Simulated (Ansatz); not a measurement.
# 1T-TiO2 bilayer (AA) in a perpendicular field, part 2 of 3

Wanted: the out-of-plane response of the 1T-TiO2 bilayer (AA). A positive field points along +c.

Ansatz 0.2.0; plane-wave DFT, LDA, Ansatz PAW.

So far. Step 2 (Relaxing the slab): The lattice constant a goes from 2.990 to 2.935 Å.

## 3. Atoms held, field 0, start network

A sawtooth potential applies the field, turning back in the middle of the vacuum. With the dipole correction the typed value is the field outside the slab. The induced dipole is small, so the SCF threshold is tight.

The cell differs from the one that the last finished run ended in (c 46.622 → 24.401 Å).

input.yaml reads:

```yaml
crystal:
  lattice:
    - [2.9348413687, 0.0, 0.0]
    - [-1.4674206844, 2.5416471814, 0.0]
    - [0.0, 0.0, 24.4008506911]
  atoms:
    - { symbol: O, position: [0.6666666667, 0.3333333333, 0.3688395996] }
    - { symbol: Ti, position: [0.0, 0.0, 0.4078037368] }
    - { symbol: O, position: [0.3333333333, 0.6666666667, 0.4468216628] }
    - { symbol: O, position: [0.6666666667, 0.3333333333, 0.5531783372] }
    - { symbol: Ti, position: [0.0, 0.0, 0.5921962632] }
    - { symbol: O, position: [0.3333333333, 0.6666666667, 0.6311604004] }
kpoints:
  mp_grid: { grid: [18, 18, 1] }
  band_path:
    path: [[0, 0, 0], [0.5, 0, 0], [0.33333333, 0.33333333, 0], [0, 0, 0]]
    npoints: 16
hamiltonian:
  xc: lda
scf:
  occupations: { method: fermi_dirac, width: 0.02585 }
  convergence: { dr2_threshold: 1.0e-10 }
efield:
  axis: 3
  dipole_correction: true
  ramp_position: 0.97
  ramp_width: 0.06
  amplitude: 0
output:
  dos: { projected: true, e_range: [-6, 5] }
  bader: true
  write_potential: true
  write_density: true
  volumetric_format: npy
  elf: true
```

Launch:

```console
ansatz run input.yaml --threads 2 --pin off --max-ram 3072MiB --backend cpu --events-out ev --progress --plain --runs-dir out
```

Numbers of over 12 decimals in the logs are rounded to 6 here.

Log:

```text
[...]
Crystal: 6 atoms, lattice volume = 182.014 Å³
Basis set: ecut = 420 eV, 3489 PW (Γ)
Bands: 30, of which v1, the nominal top of the filled ones, is band 24 counted from 1 (23 counted from 0)
Symmetry: 6 space group operations
k-points: 37 of 324 (time reversal used)
[...]
SCF iter   1: F=—  HF=-7129.428231 eV  |F-HF|=—  |Δ(HF+E_count)|=         —  Δρ=1.28e-2  dr2=2.74e-1  ethr=1.77e-3  p=0.000 e·Å  D=8.87e-14 V/Å  ΔV_dip=-0.00 eV  dr2_dipole=1.75e-8  V_vac-E_F(+/−)=6.87/6.87 eV  ⟨swp⟩=7.5  Hψ=5259  notcnv=0
efield: sawtooth ramp at fractional position 0.9700 (set: `efield.ramp_position`, or a place that a band, a saddle search or an elastic batch's reference lends), width 0.0600; the density the first Hamiltonian is built on has a dipole p = 0.000 e·Å; the dipole correction subtracts the counter field D = 8.87e-14 V/Å, which shifts the + side's vacuum level by -0.00 eV against the − side's; the planar-averaged density in the ramp window peaks in size at 6.0e-6 e/Å³
[...]
SCF iter   2: F=—  HF=-7129.471668 eV  |F-HF|=—  |Δ(HF+E_count)|=   4.34e-2  Δρ=1.71e-2  dr2=5.32e-1  ethr=5.70e-4  p=0.000 e·Å  D=9.33e-5 V/Å  ΔV_dip=-0.00 eV  dr2_dipole=1.79e-8  V_vac-E_F(+/−)=6.98/6.98 eV  ⟨swp⟩=2.9  Hψ=2237  notcnv=0  defer=67
[...]
SCF iter  14: F=-7129.371431 eV  HF=-7129.371431 eV  |F-HF|=1.82e-12  |Δ(HF+E_count)|=  5.82e-11  Δρ=2.30e-7  dr2=3.97e-11  ethr=1.00e-12  p=-0.000 e·Å  D=-4.05e-8 V/Å  ΔV_dip=0.00 eV  dr2_dipole=6.82e-14  V_vac-E_F(+/−)=7.16/7.16 eV  ⟨swp⟩=9.1  Hψ=3390  notcnv=0
SCF 1 converged in 14 iterations: F = -7129.371431 eV  dr2 = 3.97e-11
[...]
NSCF: frozen V_eff on 49 k-points
efield: sawtooth ramp at fractional position 0.9700 (kept from the solve that this one continues, or follows in the run), width 0.0600; the density the first Hamiltonian is built on has a dipole p = -0.000 e·Å; the dipole correction subtracts the counter field D = -4.05e-8 V/Å, which shifts the + side's vacuum level by +0.00 eV against the − side's; the planar-averaged density in the ramp window peaks in size at 1.6e-6 e/Å³
[...]
SCF converged after 14 iterations
Free energy (F): -7129.371431 eV
[...]
Internal energy: -7129.371431 eV  (E = F + TS)
E sigma→0 (E₀):  -7129.371431 eV
Fermi energy:    -1.469823 eV
Dipole field:    D = 0.000000 V/Å  (p = 0.000000 e·Å, saw-weighted, corrected)
Work function:   Φ+ = 7.1593 eV   Φ− = 7.1593 eV
Levels:          The Fermi level and band energies are counted from a zero that moves with the ramp; work functions are not
[...]
--- Band table (eV; the first three rows and the last of 37) ---
  k-point 0: bands = [... 20 lower, -3.1087, -3.1087, -3.0723, -3.0723, -0.1370, -0.1370, -0.1248, -0.1248, ... 2 higher]
  k-point 1: bands = [... 20 lower, -3.2654, -3.1908, -3.1668, -3.1500, -0.0859, -0.0671, -0.0499, -0.0373, ... 2 higher]
  k-point 2: bands = [... 20 lower, -3.5661, -3.3978, -3.3490, -3.0606, 0.0248, 0.0609, 0.1726, 0.1841, ... 2 higher]
  k-point 36: bands = [... 20 lower, -4.3770, -4.3770, -4.1323, -3.9264, 0.0460, 0.1472, 1.2607, 1.2607, ... 2 higher]
--- Bader charges: 6 sites ---
  site symbol  charge [e]  shift [e]
     0      O     -1.0920     0.0023
     1     Ti      2.1832     0.0046
     2      O     -1.0911     0.0023
     3      O     -1.0911     0.0023
     4     Ti      2.1832     0.0046
     5      O     -1.0920     0.0023
  estimated error of the sums over rays = 7.0e-4 e
```

Elapsed: 48 s, on 2 threads of Arm Neoverse V1, shared host; peak memory 0.5 GiB.

In the SCF lines HF is the Harris–Foulkes energy and dr2 the Hartree energy of the density residual, in eV; the loop may stop once dr2 is under the threshold and the program's other checks hold. Hψ counts applications of the Hamiltonian.

This step gave:

* gap on the k-mesh: 2.711 eV
* dipole along the normal: 3.30e-7 e·Å
* gap along the path: 2.703 eV
* smallest direct gap along the path: 2.935 eV
* ionisation energy, upper face: 8.529 eV
* electron affinity, upper face: 5.827 eV
* gap, the smaller of path and mesh: 2.703 eV

Running mean over a fixed 2.6 Å (it still follows the layers) of the planar mean; the ramp of the sawtooth is left out. The electron's electrostatic potential energy less the Fermi level by z:

```csv
z (Å),electron's electrostatic potential energy less the Fermi level (eV)
3.0,7.16
3.5,7.16
4.0,7.16
4.5,7.16
5.0,7.16
5.5,7.16
6.0,7.15
6.5,7.13
7.0,6.94
7.5,5.65
8.0,2.68
8.5,-1.06
9.0,-4.90
9.5,-8.36
10.0,-9.80
10.5,-7.75
11.0,-4.17
11.5,-0.497
12.0,1.88
12.5,1.61
13.0,-1.18
13.5,-4.90
14.0,-8.36
14.5,-9.82
15.0,-7.75
15.5,-4.15
16.0,-0.307
16.5,3.36
17.0,6.06
17.5,7.01
18.0,7.13
18.5,7.16
19.0,7.16
19.5,7.16
20.0,7.16
20.5,7.16
21.0,7.16
```

The density of states has structure finer than the step of the table below, so its rows give means over 0.25 eV, whole bins alone (the curve runs from -6 to 2.44 eV). Peaks (eV: height): -5.590: 14.1, -5.370: 14.1, -4.870: 9.27, -3.380: 9.00, -3.300: 12.5, -3.160: 12.4, 1.660: 12.5.

Density of states against energy, zero at the Fermi level of the run, which the smearing sets inside the gap; means over each step:

energy (eV), density of states (states/eV a cell) and a bar:
```
    -5.75        3.4 ##########
    -5.50        6.2 #################
    -5.25        6.2 #################
    -5.00        7.3 ####################
    -4.75        7.1 ####################
    -4.50        4.9 ##############
    -4.25        4.0 ###########
    -4.00        4.4 ############
    -3.75        3.3 #########
    -3.50        3.9 ###########
    -3.25        9.3 ##########################
    -3.00        6.6 ###################
    -2.75        5.0 ##############
    -2.50        2.8 ########
    -2.25        4.4 ############
    -2.00        4.2 ############
    -1.75        4.8 #############
    -1.50        4.3 ############
    -1.25        0.1 
    -1.00        0.0 
    -0.75        0.0 
    -0.50        0.0 
    -0.25        0.0 
     0.00        0.0 
     0.25        0.0 
     0.50        0.0 
     0.75        0.0 
     1.00        0.0 
     1.25        0.1 
     1.50        2.7 #######
     1.75       10.7 ##############################
     2.00        5.3 ###############
     2.25        2.4 #######
```

Projected DOS per atom over height of the atomic layer and energy from the Fermi level. Layers: O Ti O O Ti O from below.

Ten even steps from '0' (0.00 states/eV) to '9' (3.41 states/eV), each cell a mean:
```
030030
191191
040040
000000
000000
000000
000000
000000
000000
000000
303303
303303
202202
202202
415514
212212
202202
212212
323323
323323
323323
111111
```
Columns: height of the atomic layer (Å) from 9 to 15.4 (not evenly spaced); rows upwards: energy from the Fermi level (eV) from -5.96 to 2.41.

Electronic bands along the path, in eV, zero at the Fermi level of the run, which the smearing sets inside the gap:

```csv
point,band 21,band 22,band 23,band 24,band 25,band 26,band 27,band 28
Γ,-1.64,-1.64,-1.60,-1.60,1.33,1.33,1.34,1.34
halfway,-2.53,-2.47,-1.60,-1.42,1.73,1.79,2.28,2.28
M,-2.70,-2.62,-2.36,-1.95,1.59,1.60,2.49,2.49
halfway,-3.11,-2.95,-2.34,-2.14,1.65,1.70,2.56,2.58
K,-2.91,-2.91,-2.66,-2.46,1.52,1.62,2.73,2.73
halfway,-3.06,-3.01,-1.52,-1.45,2.08,2.11,2.20,2.28
Γ,-1.64,-1.64,-1.60,-1.60,1.33,1.33,1.34,1.34
```

Valence density in the ca plane at fractional y = 0.000, with atoms of Ti within 0.2 Å of it. It is the smooth field of the valence electrons, not physical close to the nuclei.

Values in units of 1e0 e/Å³, 5 rows by 16 columns, each cell a mean:
```
0.0 0.0 0.0 0.0 0.0 0.0 0.0 0.3 5.2 1.1 0.0 0.1 2.6 3.9 0.1 0.0
0.0 0.0 0.0 0.0 0.0 0.0 0.0 0.3 0.5 0.4 0.1 0.2 0.5 0.5 0.2 0.0
0.0 0.0 0.0 0.0 0.0 0.0 0.0 0.4 0.3 0.5 0.1 0.2 0.5 0.4 0.3 0.0
0.0 0.0 0.0 0.0 0.0 0.0 0.0 0.3 1.3 0.4 0.1 0.1 0.7 1.0 0.2 0.0
0.0 0.0 0.0 0.0 0.0 0.0 0.0 0.4 7.1 1.5 0.0 0.1 3.5 5.3 0.1 0.0
```
Columns run along c (16.0 Å, from fractional 0.06 to 0.72 of the cell), rows up along a (2.9 Å). Atoms in or near the plane, at fractional coordinates: Ti at (0.41, 0.00), Ti at (0.59, 0.00).

Electrostatic potential energy in the ca plane at fractional y = 0.000, with atoms of Ti within 0.2 Å of it. With pseudopotentials it is smooth inside the atoms' cores, unlike the true potential.

Ten even steps from '0' (-40 eV) to '9' (6 eV), each cell a mean:
```
99999999999999999999740002689999851001589999
99999999999999999999863125899999874214789999
99999999999999999999887667899999987667899999
99999999999999999999988888899999988888899999
99999999999999999999987778899999988778899999
99999999999999999999875346899999986445799999
99999999999999999999851003789999862002689999
99999999999999999999730001689999850000489999
```
Columns run along c (16.0 Å, from fractional 0.06 to 0.72 of the cell; values clipped at the 3rd and 97th percentile), rows up along a (2.9 Å). Atoms in or near the plane, at fractional coordinates: Ti at (0.41, 0.00), Ti at (0.59, 0.00).

ELF in the ca plane at fractional y = 0.000, with atoms of Ti within 0.2 Å of it. It is the smooth field of the valence electrons, not physical close to the nuclei.

Ten even steps from '0' (0.00) to '9' (0.72), each cell a mean:
```
00000000000000000000038466100000027558200000
00000000000000000012224662221001323664232100
00000000000000000136863124773004773113775200
00000000000000000148995238984006997226997410
00000000000000000147984126984005885215896310
00000000000000000024532332452003542332454100
00000000000000000001127784110000116776111000
00000000000000000000047147100000027328200000
```
Columns run along c (16.0 Å, from fractional 0.06 to 0.72 of the cell), rows up along a (2.9 Å). Atoms in or near the plane, at fractional coordinates: Ti at (0.41, 0.00), Ti at (0.59, 0.00).

The gap is 2.70 eV, with the valence edge 8.53 eV and the conduction edge 5.83 eV under the upper vacuum level.

## 4. Atoms held, field 0.1 V/Å

Edit input.yaml of step 3 so:

```diff
@@ -25,8 +25,6 @@
   dipole_correction: true
-  ramp_position: 0.97
-  ramp_width: 0.06
-  amplitude: 0
+  ramp_position: 0.9328
+  ramp_width: 0.1344
+  amplitude: 0.1
 output:
-  dos: { projected: true, e_range: [-6, 5] }
-  bader: true
   write_potential: true
@@ -34,2 +32 @@
   volumetric_format: npy
-  elf: true
```

Log:

```text
[...]
Crystal: 6 atoms, lattice volume = 182.014 Å³
Basis set: ecut = 420 eV, 3489 PW (Γ)
Bands: 30, of which v1, the nominal top of the filled ones, is band 24 counted from 1 (23 counted from 0)
Symmetry: 6 space group operations
k-points: 37 of 324 (time reversal used)
[...]
k-point 0: bands = [... 20 lower, -3.1681, -3.1681, -3.0132, -3.0132, -0.2064, -0.2064, -0.0557, -0.0557, ... 2 higher]
  k-point 1: bands = [... 20 lower, -3.2486, -3.2360, -3.1438, -3.0926, -0.1524, -0.1191, -0.0010, 0.0316, ... 2 higher]
  k-point 2: bands = [... 20 lower, -3.5597, -3.4527, -3.2944, -3.0515, -0.0346, 0.1028, 0.1199, 0.2535, ... 2 higher]
  k-point 36: bands = [... 20 lower, -4.3589, -4.3326, -4.1567, -3.9022, 0.0058, 0.1869, 1.1906, 1.1984, ... 2 higher]
[key lines of the parts left out:]
SCF converged after 18 iterations
Free energy (F): -7129.372666 eV
Fermi energy:    -1.486213 eV
Dipole field:    D = 0.024557 V/Å  (p = 0.024701 e·Å, saw-weighted, corrected)
```

The job ended after 31 s (2 threads; peak memory 0.48 GiB; 62 s of CPU time).

The dipole is 0.0247 e·Å, and the gap 2.613 eV.

## 5. Atoms held, field -0.1 V/Å

Edit input.yaml of step 4 so:

```diff
@@ -27,3 +27,3 @@
   ramp_width: 0.1344
-  amplitude: 0.1
+  amplitude: -0.1
 output:
```

Log:

```text
[...]
Crystal: 6 atoms, lattice volume = 182.014 Å³
Basis set: ecut = 420 eV, 3489 PW (Γ)
Bands: 30, of which v1, the nominal top of the filled ones, is band 24 counted from 1 (23 counted from 0)
Symmetry: 6 space group operations
k-points: 37 of 324 (time reversal used)
[...]
k-point 0: bands = [... 20 lower, -3.1681, -3.1681, -3.0132, -3.0132, -0.2064, -0.2064, -0.0557, -0.0557, ... 2 higher]
  k-point 1: bands = [... 20 lower, -3.2486, -3.2360, -3.1438, -3.0926, -0.1524, -0.1191, -0.0010, 0.0316, ... 2 higher]
  k-point 2: bands = [... 20 lower, -3.5597, -3.4527, -3.2944, -3.0515, -0.0346, 0.1028, 0.1199, 0.2535, ... 2 higher]
  k-point 36: bands = [... 20 lower, -4.3589, -4.3326, -4.1567, -3.9022, 0.0058, 0.1869, 1.1906, 1.1984, ... 2 higher]
[key lines of the parts left out:]
SCF converged after 18 iterations
Free energy (F): -7129.372666 eV
Fermi energy:    -1.486212 eV
Dipole field:    D = -0.024559 V/Å  (p = -0.024703 e·Å, saw-weighted, corrected)
```

Wall time 30 s (2 threads); peak memory 0.48 GiB.

The dipole is -0.0247 e·Å, and the gap 2.613 eV.

## 6. Single point, field 0.2 V/Å

Edit input.yaml of step 5 so:

```diff
@@ -27,3 +27,3 @@
   ramp_width: 0.1344
-  amplitude: -0.1
+  amplitude: 0.2
 output:
```

Log:

```text
[...]
Crystal: 6 atoms, lattice volume = 182.014 Å³
Basis set: ecut = 420 eV, 3489 PW (Γ)
Bands: 30, of which v1, the nominal top of the filled ones, is band 24 counted from 1 (23 counted from 0)
Symmetry: 6 space group operations
k-points: 37 of 324 (time reversal used)
[...]
k-point 0: bands = [... 20 lower, -3.2429, -3.2379, -2.9396, -2.9396, -0.2818, -0.2818, 0.0187, 0.0187, ... 2 higher]
  k-point 1: bands = [... 20 lower, -3.3231, -3.2028, -3.0887, -3.0193, -0.2277, -0.1945, 0.0732, 0.1060, ... 2 higher]
  k-point 2: bands = [... 20 lower, -3.5337, -3.5266, -3.2217, -3.0257, -0.1091, 0.0274, 0.1934, 0.3279, ... 2 higher]
  k-point 36: bands = [... 20 lower, -4.3096, -4.2592, -4.2113, -3.8481, -0.0626, 0.2543, 1.1164, 1.1219, ... 2 higher]
[key lines of the parts left out:]
SCF converged after 20 iterations
Free energy (F): -7129.376372 eV
Fermi energy:    -1.496685 eV
Dipole field:    D = 0.049119 V/Å  (p = 0.049408 e·Å, saw-weighted, corrected)
```

The job ended after 32 s (2 threads; peak memory 0.48 GiB; 63 s of CPU time).

The dipole is 0.0494 e·Å, and the gap 2.482 eV.

## 7. Atoms held, field -0.2 V/Å

Edit input.yaml of step 6 so:

```diff
@@ -27,3 +27,3 @@
   ramp_width: 0.1344
-  amplitude: 0.2
+  amplitude: -0.2
 output:
```

Log:

```text
[...]
Crystal: 6 atoms, lattice volume = 182.014 Å³
Basis set: ecut = 420 eV, 3489 PW (Γ)
Bands: 30, of which v1, the nominal top of the filled ones, is band 24 counted from 1 (23 counted from 0)
Symmetry: 6 space group operations
k-points: 37 of 324 (time reversal used)
[...]
k-point 0: bands = [... 20 lower, -3.2429, -3.2379, -2.9396, -2.9396, -0.2818, -0.2818, 0.0187, 0.0187, ... 2 higher]
  k-point 1: bands = [... 20 lower, -3.3231, -3.2028, -3.0887, -3.0193, -0.2277, -0.1945, 0.0732, 0.1060, ... 2 higher]
  k-point 2: bands = [... 20 lower, -3.5337, -3.5266, -3.2217, -3.0257, -0.1091, 0.0274, 0.1934, 0.3279, ... 2 higher]
  k-point 36: bands = [... 20 lower, -4.3096, -4.2592, -4.2113, -3.8481, -0.0626, 0.2543, 1.1164, 1.1219, ... 2 higher]
[key lines of the parts left out:]
SCF converged after 20 iterations
Free energy (F): -7129.376372 eV
Fermi energy:    -1.496684 eV
Dipole field:    D = -0.049120 V/Å  (p = -0.049409 e·Å, saw-weighted, corrected)
```

Run time: 31 s. Hardware: 2 threads; peak memory 0.48 GiB; 61 s of CPU time.

The dipole is -0.0494 e·Å, and the gap 2.482 eV.

## 8. Single point, field 0.35 V/Å

Edit input.yaml of step 7 so:

```diff
@@ -25,6 +25,8 @@
   dipole_correction: true
-  ramp_position: 0.9328
-  ramp_width: 0.1344
-  amplitude: -0.2
+  ramp_position: 0.9088
+  ramp_width: 0.1824
+  amplitude: 0.35
 output:
+  dos: { projected: true, e_range: [-6, 5] }
+  bader: true
   write_potential: true
@@ -32 +34,2 @@
   volumetric_format: npy
+  elf: true
```

Log:

```text
[...]
Crystal: 6 atoms, lattice volume = 182.014 Å³
Basis set: ecut = 420 eV, 3489 PW (Γ)
Bands: 30, of which v1, the nominal top of the filled ones, is band 24 counted from 1 (23 counted from 0)
Symmetry: 6 space group operations
k-points: 37 of 324 (time reversal used)
[...]
k-point 36: bands = [... 20 lower, -4.3113, -4.2236, -4.1380, -3.7493, -0.1729, 0.3617, 1.0044, 1.0063, ... 2 higher]
--- Bader charges: 6 sites ---
  site symbol  charge [e]  shift [e]
     0      O     -1.1027     0.0023
     1     Ti      2.1830     0.0046
     2      O     -1.0826     0.0023
     3      O     -1.0996     0.0023
     4     Ti      2.1832     0.0046
     5      O     -1.0813     0.0023
  estimated error of the sums over rays = 7.0e-4 e
[key lines of the parts left out:]
SCF converged after 20 iterations
Free energy (F): -7129.386564 eV
Fermi energy:    -1.503889 eV
Dipole field:    D = 0.085989 V/Å  (p = 0.086494 e·Å, saw-weighted, corrected)
```

Elapsed: 54 s, on 2 threads; peak memory 0.48 GiB.

The dipole is 0.0865 e·Å, and the gap 2.265 eV.

## 9. Response, atoms held

This step: plane-wave DFT, LDA, Ansatz PAW; response to a field along the normal, atoms held (Ansatz 0.2.0).

The dipoles give the slope, and the difference of two potentials shows where the field is screened.

Numbers from this step:

| Property | Result |
| --- | --- |
| equivalent conductor thickness p/(ε₀AE) | 5.992 Å |
| distance between the outer atoms | 6.401 Å |

Table of dipole of the cell by applied field:

```
applied field (V/Å)  dipole of the cell (e·Å)
             -0.200                   -0.0494
             -0.100                   -0.0247
              0.000                    3.3e-7
              0.100                    0.0247
              0.200                    0.0494
              0.350                    0.0865
```

Local field over the applied field, running mean. From the potentials at -0.1 and 0.1 V/Å; running mean over 2.5 Å. Table of local field over applied field by z:

```csv
z (Å),local field over applied field
4.5,1.000
5.0,1.000
5.5,0.998
6.0,0.993
6.5,0.976
7.0,0.923
7.5,0.810
8.0,0.654
8.5,0.481
9.0,0.316
9.5,0.192
10.0,0.154
10.5,0.206
11.0,0.322
11.5,0.437
12.0,0.496
12.5,0.490
13.0,0.418
13.5,0.297
14.0,0.189
14.5,0.154
15.0,0.211
15.5,0.347
16.0,0.515
16.5,0.687
17.0,0.837
17.5,0.938
18.0,0.981
18.5,0.995
19.0,0.999
19.5,1.000
20.0,1.000
```

Electrons, planar mean, per unit field. The induced electron density by z:

z (Å), induced electron density (e/Å³ per V/Å) and a bar from the least value:
```
        5    0.00000 ################
        6    0.00002 ################
        7    0.00033 #################
        8    0.00283 ############################
        9    0.00132 #####################
       10    0.00000 ################
       11   -0.00139 ##########
       12   -0.00124 ###########
       13    0.00344 ##############################
       14    0.00055 ##################
       15   -0.00094 ############
       16   -0.00393 
       17   -0.00089 ############
       18   -0.00007 ################
       19    0.00000 ################
       20    0.00000 ################
```

[end of part 2 of 3]

[Logs are printed without paths, hosts, clocks, repeated set-up lines and the standing remarks that a program may print on its own settings, such as how far it seeks lower states.]

[Hosts, paths, dates, database ids (printed as entryN), source tags and the programs' standing remarks are cut or masked in the printed files.]

[Maps of the electrostatic potential energy from Ansatz leave out the sawtooth potential of an applied field or a dipole correction, so their vacuum need not be flat; planar profiles and work functions include it.]

[The density of states shown here was stored with 400 of the rows of the run's finer table, so its peaks can read low, often by over a quarter, or be missed, and its means over a window can be off by a tenth or more.]
